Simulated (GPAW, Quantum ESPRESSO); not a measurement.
## ZrS (Fm-3m): the S K absorption edge

Do two independent programs agree on the S K edge of ZrS (Fm-3m)? The same cell and functional are run with XSpectra and with GPAW.

Main program and level: Quantum ESPRESSO 7.5; core-hole supercells, plane-wave PAW LDA (first program; GPAW 26.7.0 follows as the second).

The database entry behind the starting cell differs from later determinations by our own check (an axis about 1.9 % long against later determinations), so it need not match the best structure at ambient conditions.

**1. The starting structure**

The structure is cubic, space group Fm-3m (No. 225). Conventional cell: a = 5.250 Å, b = 5.250 Å, c = 5.250 Å, α = 90.00°, β = 90.00°, γ = 90.00°. Zr has 6 S at 2.62 Å nearest. Nearest to S lie 6 Zr at 2.62 Å. Farther neighbours and most contacts between anions are not listed.

**2. The field without a hole (Quantum ESPRESSO)**

The ground state comes first: it tells whether the system has a gap, which decides how the excited electron is treated.

File scf.in:

```
&control
   calculation='scf', prefix='x', pseudo_dir='../pp', outdir='tmp', tprnfor=.true.
/
&system
   ibrav=0, nat=2, ntyp=2, nbnd=13
   ecutwfc=46, ecutrho=300
   occupations='smearing', smearing='mv', degauss=0.015
/
&electrons
   conv_thr=2.0e-08, electron_maxstep=120
   mixing_beta=0.5
/
ATOMIC_SPECIES
Zr 1.0 Zr.lda-spn-kjpaw.UPF
S3 1.0 S.lda-nl-kjpaw.UPF
CELL_PARAMETERS angstrom
  0.00000000 2.62500000 2.62500000
  2.62500000 0.00000000 2.62500000
  2.62500000 2.62500000 0.00000000
ATOMIC_POSITIONS crystal
Zr   0.00000000 0.00000000 0.00000000
S3   0.50000000 0.50000000 0.50000000
K_POINTS automatic
9 9 9 0 0 0
```

File Zr.lda-spn-kjpaw.ld1.in:

```
&input
   title='Zr', zed=40., rel=1, iswitch=3, dft='PZ',
   config='[Kr] 5s2 5p0 4d2'
/
&inputp
   file_pseudopw='Zr.lda-spn-kjpaw.UPF', author='',
   lpaw=.true.,
   pseudotype=3,
   lloc=-1,
   rcloc=1.5,
   which_augfun='PSQ',
   rmatch_augfun_nc=.true.,
   nlcc=.true.,
   new_core_ps=.true.,
   rcore=1.2,
   tm=.true.,
   lgipaw_reconstruction=.true., use_paw_as_gipaw=.true.
/
6
4S  1  0  2.00  0.00  1.20  1.30  0.0
5S  2  0  2.00  0.00  1.20  1.30  0.0
4P  2  1  6.00  0.00  1.20  1.50  0.0
5P  3  1  0.00  0.00  1.20  1.50  0.0
4D  3  2  2.00  0.00  1.20  1.60  0.0
4D  3  2  0.00  0.50  1.20  1.60  0.0
```

File S.lda-nl-kjpaw.ld1.in:

```
&input
   title='S', zed=16., rel=1, iswitch=3, dft='PZ',
   config='[Ne] 3s2 3p4 3d-1'
/
&inputp
   file_pseudopw='S.lda-nl-kjpaw.UPF', author='',
   lpaw=.true.,
   pseudotype=3,
   lloc=2,
   which_augfun='PSQ',
   rmatch_augfun_nc=.true.,
   nlcc=.true.,
   new_core_ps=.true.,
   rcore=1.5,
   tm=.true.,
   lgipaw_reconstruction=.true., use_paw_as_gipaw=.true.
/
5
3S  1  0  2.00  0.00  1.50  1.70  0.0
3S  1  0  0.00  6.00  1.50  1.70  0.0
3P  2  1  4.00  0.00  1.50  1.70  0.0
3P  2  1  0.00  3.00  1.50  1.70  0.0
3D  3  2  0.00  1.50  1.60  1.60  0.0
```

Run with:

```console
> OMP_NUM_THREADS=1 mpirun --oversubscribe --bind-to none -np 4 pw.x -nk 4 -in scf.in > scf.out
```

The program printed:

```text
     [... banner and references ...]
using ibrav=0 with symmetry is DISCOURAGED, use correct ibrav instead

     G-vector sticks info
     --------------------

     Using Slab Decomposition

     bravais-lattice index     =            0
     lattice parameter (alat)  =       7.0153  a.u.
     unit-cell volume          =     244.1263 (a.u.)^3
     number of atoms/cell      =            2
     number of atomic types    =            2
     number of electrons       =        18.00
     number of Kohn-Sham states=           13
     kinetic-energy cutoff     =      46.0000  Ry
     charge density cutoff     =     300.0000  Ry
     scf convergence threshold =      2.0E-08
     mixing beta               =       0.5000
     number of iterations used =            8  plain     mixing
     Exchange-correlation= SLA  PZ   NOGX NOGC
                           (   1   1   0   0   0   0   0)

     celldm(1)=   7.015250  celldm(2)=   0.000000  celldm(3)=   0.000000
     celldm(4)=   0.000000  celldm(5)=   0.000000  celldm(6)=   0.000000

     crystal axes: (cart. coord. in units of alat)
               a(1) = (   0.000000   0.707107   0.707107 )
               a(2) = (   0.707107   0.000000   0.707107 )
               a(3) = (   0.707107   0.707107   0.000000 )

     reciprocal axes: (cart. coord. in units 2 pi/alat)
               b(1) = ( -0.707107  0.707107  0.707107 )
               b(2) = (  0.707107 -0.707107  0.707107 )
               b(3) = (  0.707107  0.707107 -0.707107 )

     PseudoPot. #1 for Zr:     Pseudo is Projector augmented-wave + core cor, Zval = 12.0

     ../pp/S.lda-nl-kjpaw.UPF
     Pseudo is Projector augmented-wave + core cor, Zval =  6.0
     Shape of augmentation charge: PSQ
     Using radial grid of 1151 points,  4 beta functions with:
                l(1) =   0
                l(2) =   0
                l(3) =   1
                l(4) =   1
     Q(r) pseudized with 0 coefficients

     atomic species   valence    mass     pseudopotential
     Zr               12.00     1.00000     Zr( 1.00)
     S3                6.00     1.00000     S ( 1.00)

     48 Sym. Ops., with inversion, found

   Cartesian axes

     site n.     atom                  positions (alat units)
         1        Zr     tau(   1) = (   0.0000000   0.0000000   0.0000000  )
         2        S3     tau(   2) = (   0.7071068   0.7071068   0.7071068  )

     number of k points=    35  Marzari-Vanderbilt smearing, width (Ry)=  0.0150
                       cart. coord. in units 2pi/alat
        k(    1) = (   0.0000000   0.0000000   0.0000000), wk =   0.0027435
        k(    2) = (   0.0785674   0.0785674  -0.0785674), wk =   0.0219479
        k(    3) = (   0.1571348   0.1571348  -0.1571348), wk =   0.0219479
        k(    4) = (   0.2357023   0.2357023  -0.2357023), wk =   0.0219479
        k(    5) = (   0.3142697   0.3142697  -0.3142697), wk =   0.0219479
[...]
k(   33) = (  -0.0785674  -0.5499719   0.7071068), wk =   0.0658436
        k(   34) = (  -0.0000000  -0.4714045   0.6285394), wk =   0.0658436
        k(   35) = (  -0.0785674  -0.3928371   0.7071068), wk =   0.0658436

     Dense  grid:    21547 G-vectors     FFT dimensions: (  40,  40,  40)

     Smooth grid:    10177 G-vectors     FFT dimensions: (  32,  32,  32)

     Initial potential from superposition of free atoms

     starting charge      17.9982, renormalised to      18.0000
     Starting wfcs are   17 randomized atomic wfcs
     Checking if some PAW data can be deallocated...

     per-process dynamical memory:    25.0 Mb

     Self-consistent Calculation

     iteration #  1     ecut=    46.00 Ry     beta= 0.50
     Davidson diagonalization with overlap
     ethr =  1.00E-02,  avg # of iterations =  3.3

     Threshold (ethr) on eigenvalues was too large:
     Diagonalizing with lowered threshold

     Davidson diagonalization with overlap
[...]
iteration #  5     ecut=    46.00 Ry     beta= 0.50
     Davidson diagonalization with overlap
     ethr =  6.47E-07,  avg # of iterations =  1.8

     total energy              =    -363.31762635 Ry
     estimated scf accuracy    <       0.00000469 Ry

     iteration #  6     ecut=    46.00 Ry     beta= 0.50
     Davidson diagonalization with overlap
     ethr =  2.61E-08,  avg # of iterations =  3.9

     total energy              =    -363.31762921 Ry
     estimated scf accuracy    <       0.00000214 Ry

     iteration #  7     ecut=    46.00 Ry     beta= 0.50
     Davidson diagonalization with overlap
     ethr =  1.19E-08,  avg # of iterations =  2.0

     total energy              =    -363.31762941 Ry
     estimated scf accuracy    <       0.00000012 Ry

     iteration #  8     ecut=    46.00 Ry     beta= 0.50
     Davidson diagonalization with overlap
     ethr =  6.86E-10,  avg # of iterations =  3.5

     total energy              =    -363.31762947 Ry
     estimated scf accuracy    <       0.00000003 Ry

     iteration #  9     ecut=    46.00 Ry     beta= 0.50
     Davidson diagonalization with overlap
     ethr =  1.66E-10,  avg # of iterations =  2.0

     End of self-consistent calculation

          k = 0.0000 0.0000 0.0000 (  1243 PWs)   bands (ev):

   -35.4501 -13.4625 -13.4625 -13.4625  -1.3643  10.9233  10.9233  10.9233
    13.0418  13.0418  13.0418  13.7097  13.7097

          k = 0.0786 0.0786-0.0786 (  1279 PWs)   bands (ev):

   -35.4474 -13.5051 -13.4661 -13.4661  -1.2087  10.0633  10.3664  10.3664
    13.3014  13.3014  13.3462  14.4864  14.4864

          k = 0.1571 0.1571-0.1571 (  1293 PWs)   bands (ev):

   -35.4398 -13.6107 -13.4753 -13.4753  -0.7915   8.5937   9.5051   9.5051
    13.7884  13.9343  13.9343  16.0992  16.0992

          k = 0.2357 0.2357-0.2357 (  1284 PWs)   bands (ev):

   -35.4308 -13.7271 -13.4857 -13.4857  -0.2596   7.2965   8.8490   8.8490
    14.4700  14.8465  14.8465  17.9096  17.9096

          k = 0.3143 0.3143-0.3143 (  1275 PWs)   bands (ev):

   -35.4249 -13.8011 -13.4924 -13.4924   0.1392   6.5147   8.5063   8.5063
    15.5514  15.6979  15.6979  17.0175  19.4929

          k = 0.1571 0.0000-0.0000 (  1299 PWs)   bands (ev):

[...]
k =-0.2357-0.3928 0.3928 (  1288 PWs)   bands (ev):

[...]
k =-0.1571-0.3143 0.3143 (  1289 PWs)   bands (ev):

[...]
k =-0.0786-0.2357 0.2357 (  1294 PWs)   bands (ev):

[...]
k =-0.0000-0.1571 0.1571 (  1299 PWs)   bands (ev):

[...]
k =-0.1571-0.4714 0.4714 (  1283 PWs)   bands (ev):

[...]
k = 0.3143 0.1571-0.0000 (  1294 PWs)   bands (ev):

[...]
k = 0.3928 0.2357-0.0786 (  1290 PWs)   bands (ev):

[...]
k = 0.4714 0.1571-0.0000 (  1287 PWs)   bands (ev):

[...]
k =-0.0786-0.5500 0.7071 (  1289 PWs)   bands (ev):

   -35.4169 -13.7155 -13.5874 -13.5719  -0.3786   8.1044   9.2131   9.2850
    12.1524  15.4931  16.3196  16.7359  17.3928

          k =-0.0000-0.4714 0.6285 (  1271 PWs)   bands (ev):

   -35.4160 -13.6906 -13.6339 -13.5652  -0.2581   8.3289   8.3718   9.0248
    13.0603  15.7351  16.2361  16.6843  16.8739

          k =-0.0786-0.3928 0.7071 (  1276 PWs)   bands (ev):

   -35.4163 -13.6793 -13.6359 -13.5732  -0.1964   8.0424   8.6231   8.6496
    13.9823  14.9094  16.1592  16.7168  17.0171

     the Fermi energy is    14.3475 ev

!    total energy              =    -363.31762947 Ry
     total all-electron energy =     -7986.016100 Ry
     estimated scf accuracy    <          1.7E-09 Ry
     smearing contrib. (-TS)   =       0.00005476 Ry
     internal energy E=F+TS    =    -363.31768424 Ry

     The total energy is F=E-TS. E is the sum of the following terms:
     one-electron contribution =     -10.92432501 Ry
     hartree contribution      =      15.61390255 Ry
     xc contribution           =     -23.15182651 Ry
     ewald contribution        =     -99.00116474 Ry
     one-center paw contrib.   =    -245.85427054 Ry

     convergence has been achieved in   9 iterations

     Forces acting on atoms (cartesian axes, Ry/au):

     atom    1 type  1   force =     0.00000000    0.00000000   -0.00000000
     atom    2 type  2   force =     0.00000000    0.00000000   -0.00000000

     Total force =     0.000000     Total SCF correction =     0.000000

     XML data file, charge density, pseudopotentials, collected wavefunctions

=------------------------------------------------------------------------------=
   JOB DONE.
=------------------------------------------------------------------------------=
```

Wall time 3.8 s (4 MPI ranks of Arm Neoverse V1, shared host); peak memory 0.07 GiB; 15 s of CPU time.

Absorbing atoms carry a label of their own (element plus a letter or digit), as the spectrum program needs them as separate species.

The mesh shows no gap, so the system is treated as a metal and the core electron is put at the Fermi level (neutral cell).

**3. Spectrum without a core hole, S atom 2 (Quantum ESPRESSO)**

This cheap baseline ignores the attraction of the hole: it shows the absorber's empty states as they are in the ground state.

The absorber has 6 Zr at 2.62 Å (octahedral, site symmetry m-3m).

File xspectra.in:

```
&input_xspectra
   calculation='xanes_dipole', edge='K'
   prefix='x', outdir='tmp', xiabs=2, xe0=14.3475
   xonly_plot=.false., x_save_file='xanes.sav'
   xniter=3000, xcheck_conv=20, xerror=0.005
   xcoordcrys=.false., xepsilon(1)=1, xepsilon(2)=0, xepsilon(3)=0
/
&plot
   xnepoint=413, xemin=-10, xemax=45, terminator=.true., cut_occ_states=.true.
   xgamma=0.4
/
&pseudos
   filecore='../S.wfc'
/
&cut_occ
   cut_desmooth=0.1, cut_stepl=0.05, cut_stepu=0.05, cut_ierror=1e-5
/
10 10 10 0 0 0
```

Run with:

```console
> OMP_NUM_THREADS=1 mpirun --oversubscribe --bind-to none -np 4 xspectra.x -nk 4 -in xspectra.in > xspectra.out
```

The program printed:

```text
     [... banner and references ...]
Reading input_file

     calculation: xanes_dipole

     xepsilon  [cartesian coordinates]:   1.000000   0.000000   0.000000

     xonly_plot: FALSE
        => complete calculation: Lanczos + spectrum plot

     filecore (core-wavefunction file): ../S.wfc

     main plot parameters:
        cut_occ_states: TRUE
        gamma_mode:  constant
        -> using xgamma [eV]:  0.40
        xemin [eV]: -10.00
        xemax [eV]:  45.00
        xnepoint:  413
        xe0 [eV]:  14.347500 (energy zero read in input file)

[...]
Results of STEP 1 successfully written in x_save_file
     x_save_file name:
     ->  xanes.sav
     x_save_file version:  2

     ... End STEP 1 ...

     ... Begin STEP 2 ...

     The spectrum is calculated using the following parameters:
        xe0 [eV]:   14.3475
        the occupied states are elimintate from the spectrum
        xemin [eV]: -10.00
        xemax [eV]:  45.00
        xnepoint:  413
        constant broadening parameter [eV]:    0.400
        Core level energy [eV]:  -2472.
         (from electron binding energy of neutral atoms in X-ray data booklet)

     Cross-section successfully written in xanes.dat

     ... End STEP 2 ...

                                END JOB XSpectra
```

Elapsed: 35 s, on 4 MPI ranks; peak memory 0.11 GiB; 2.3 min of CPU time.

The S K spectrum, S atom 2, no core hole (energy from the energy zero of the input (xe0, at the border of filled and empty states); intensity scaled to a mean of 1 over the first 20 eV; the points at xe0, where the cut of filled states can leave a spike, are interpolated):

| E (eV) | intensity |
| --- | --- |
| -2.0 | 0.06 |
| -1.5 | 0.08 |
| -1.0 | 0.11 |
| -0.5 | 0.19 |
| 0.0 | 0.44 |
| 0.5 | 0.68 |
| 1.0 | 0.84 |
| 1.5 | 1.07 |
| 2.0 | 1.11 |
| 2.5 | 1.01 |
| 3.0 | 1.02 |
| 3.5 | 0.92 |
| 4.0 | 0.94 |
| 4.5 | 1.05 |
| 5.0 | 1.15 |
| 5.5 | 1.31 |
| 6.0 | 1.15 |
| 6.5 | 1.32 |
| 7.0 | 1.58 |
| 7.5 | 1.86 |
| 8.0 | 1.67 |
| 8.5 | 1.57 |
| 9.0 | 1.61 |
| 9.5 | 1.19 |
| 10.0 | 0.98 |
| 10.5 | 0.75 |
| 11.0 | 0.68 |
| 11.5 | 0.77 |
| 12.0 | 0.80 |
| 12.5 | 1.04 |
| 13.0 | 1.04 |
| 13.5 | 0.76 |
| 14.0 | 0.68 |
| 14.5 | 0.56 |
| 15.0 | 0.71 |
| 15.5 | 0.66 |
| 16.0 | 0.68 |
| 16.5 | 0.73 |
| 17.0 | 0.79 |
| 17.5 | 0.97 |
| 18.0 | 1.08 |
| 18.5 | 1.02 |
| 19.0 | 0.90 |
| 19.5 | 0.80 |
| 20.0 | 0.66 |
| 20.5 | 0.63 |
| 21.0 | 0.64 |
| 21.5 | 0.53 |
| 22.0 | 0.64 |
| 22.5 | 0.78 |
| 23.0 | 0.84 |
| 23.5 | 0.71 |
| 24.0 | 0.83 |
| 24.5 | 0.86 |
| 25.0 | 0.70 |
| 25.5 | 0.63 |
| 26.0 | 0.77 |
| 26.5 | 0.96 |
| 27.0 | 1.31 |
| 27.5 | 1.53 |
| 28.0 | 1.47 |
| 28.5 | 1.65 |
| 29.0 | 1.42 |
| 29.5 | 1.53 |
| 30.0 | 1.41 |
| 30.5 | 1.30 |
| 31.0 | 1.12 |
| 31.5 | 1.00 |
| 32.0 | 0.85 |

Main maxima below 24 eV (height): 1.7 eV (1.15), 5.5 eV (1.31), 7.6 eV (1.86), 9.0 eV (1.62), 12.7 eV (1.11) and 18.0 eV (1.08). A K edge sees empty p states; the first features are S p mixed into the empty d states of the Zr neighbours, and the broad ones above probably into the cations' higher empty bands.

**4. Another broadening**

The final state's lifetime shortens with energy, so measured features broaden above the edge; the saved Lanczos coefficients are redrawn with a width that grows.

File xspectra_plot.in:

```
&input_xspectra
   calculation='xanes_dipole', edge='K'
   prefix='x', outdir='tmp', xiabs=2, xe0=14.3475
   xonly_plot=.true., x_save_file='xanes.sav'
   xniter=3000, xcheck_conv=20, xerror=0.005
   xcoordcrys=.false., xepsilon(1)=1, xepsilon(2)=0, xepsilon(3)=0
/
&plot
   xnepoint=413, xemin=-10, xemax=45, terminator=.true., cut_occ_states=.true.
   gamma_mode='variable', gamma_energy(1)=4, gamma_energy(2)=25, gamma_value(1)=0.3, gamma_value(2)=2.5
/
&pseudos
   filecore='../S.wfc'
/
&cut_occ
   cut_desmooth=0.1, cut_stepl=0.05, cut_stepu=0.05, cut_ierror=1e-5
/
10 10 10 0 0 0
```

Run with:

```console
> OMP_NUM_THREADS=1 xspectra.x -in xspectra_plot.in > xspectra_plot.out
```

The program printed:

```text
     [... banner and references ...]
Reading input_file
     -------------------------------------------------------------------------

     calculation: xanes_dipole

     xonly_plot: TRUE
        => only the spectrum plot

     main plot parameters:
        cut_occ_states: TRUE
        gamma_mode:  variable
        -> first, constant up to point ( 4.00, 0.30) [eV]
        -> then, linear up to point (25.00, 2.50) [eV]
        -> finally, constant up to xemax
        xemin [eV]: -10.00
        xemax [eV]:  45.00
        xnepoint:  413
[...]
xemin [eV]: -10.00
        xemax [eV]:  45.00
        xnepoint:  413
        energy-dependent broadening parameter:
         -> first, constant up to point ( 4.00, 0.30) [eV]
         -> then, linear up to point (25.00, 2.50) [eV]
         -> finally, constant up to xemax
        Core level energy [eV]:  -2472.
         (from electron binding energy of neutral atoms in X-ray data booklet)

     Cross-section successfully written in xanes.dat

     -------------------------------------------------------------------------
                                END JOB XSpectra
     -------------------------------------------------------------------------
[key lines of the parts left out:]
Fermi level [eV]:  14.6884
```

Elapsed: 9 s, on 1 MPI rank; peak memory 0.1 GiB.

With a Lorentzian half width 0.3 eV up to 4 eV, rising linearly to 2.5 eV at 25 eV, the maxima are 1.7 eV (1.25), 2.8 eV (1.06), 5.5 eV (1.30), 7.5 eV (1.66), 12.6 eV (0.89) and 18.0 eV (0.85).

**5. Supercell without a hole, the energy reference (Quantum ESPRESSO)**

The photon energy needs a difference of total energies, so the cell and mesh of the coming hole run are first run without a hole.

File scf.in:

```
&control
   calculation='scf', prefix='x', pseudo_dir='../pp', outdir='tmp', tprnfor=.true.
/
&system
   ibrav=0, nat=12, ntyp=2, nbnd=66
   ecutwfc=46, ecutrho=300
   occupations='smearing', smearing='mv', degauss=0.015
/
&electrons
   conv_thr=1.2e-07, electron_maxstep=120
   mixing_beta=0.5
/
ATOMIC_SPECIES
Zr 1.0 Zr.lda-spn-kjpaw.UPF
S 1.0 S.lda-nl-kjpaw.UPF
CELL_PARAMETERS angstrom
  2.62500000 5.25000000 2.62500000
  5.25000000 -2.62500000 -2.62500000
  2.62500000 2.62500000 -5.25000000
ATOMIC_POSITIONS crystal
Zr   0.00000000 0.00000000 0.00000000
Zr   0.50000000 0.16666667 0.16666667
Zr   0.00000000 0.33333333 0.33333333
Zr   0.50000000 0.50000000 0.50000000
Zr   0.00000000 0.66666667 0.66666667
Zr   0.50000000 0.83333333 0.83333333
S    0.75000000 0.25000000 0.75000000
S    0.25000000 0.41666667 0.91666667
S    0.75000000 0.58333333 0.08333333
S    0.25000000 0.75000000 0.25000000
S    0.75000000 0.91666667 0.41666667
S    0.25000000 0.08333333 0.58333333
K_POINTS automatic
4 5 5 0 0 0
```

Run with:

```console
> OMP_NUM_THREADS=1 mpirun --oversubscribe --bind-to none -np 4 pw.x -nk 4 -in scf.in > scf.out
```

The program printed:

```text
     [... banner and references ...]
[banner, memory and clock lines left out]
Found identity + ( -0.5000  0.1667  0.1667) symmetry
     This is a supercell, fractional translations are disabled
     using ibrav=0 with symmetry is DISCOURAGED, use correct ibrav instead

     G-vector sticks info

     bravais-lattice index     =            0
     lattice parameter (alat)  =      12.1508  a.u.
     unit-cell volume          =    1464.7576 (a.u.)^3
[...]
atom    3 type  1   force =     0.00000836    0.00000000   -0.00000836
[...]
atom   11 type  2   force =    -0.00001245   -0.00001040   -0.00001259
     atom   12 type  2   force =     0.00001245    0.00001040    0.00001259

     Total force =     0.000050     Total SCF correction =     0.000164
     SCF correction compared to forces is large: reduce conv_thr to get better values

     XML data file, charge density, pseudopotentials, collected wavefunctions
[key lines of the parts left out:]
!    total energy              =   -2179.90672246 Ry
the Fermi energy is    14.3859 ev
convergence has been achieved in  11 iterations
```

The job ended after 3 min (4 MPI ranks; peak memory 0.33 GiB; 12 min of CPU time).

Reference energy: -651931.719 eV with the cores included.

(Continued in part 2 of 5.)

[Banner, clock and machine lines of the logs are left out without a mark of their own.]

[Logs are printed without paths, hosts, clocks, repeated set-up lines and the standing remarks that a program may print on its own settings, such as how far it seeks lower states.]

[Hosts, paths, dates, database ids (printed as entryN), source tags and the programs' standing remarks are cut or masked in the printed files.]

[Lists of maxima count a maximum above −3 eV only where it reaches 4 % of the highest in the window and stands out from its surroundings by 2 % of it (1.5 % where it reaches 55 %); shoulders and weaker maxima are passed over, and of the rest the first, up to two pre-edge ones and the few strongest are named.]
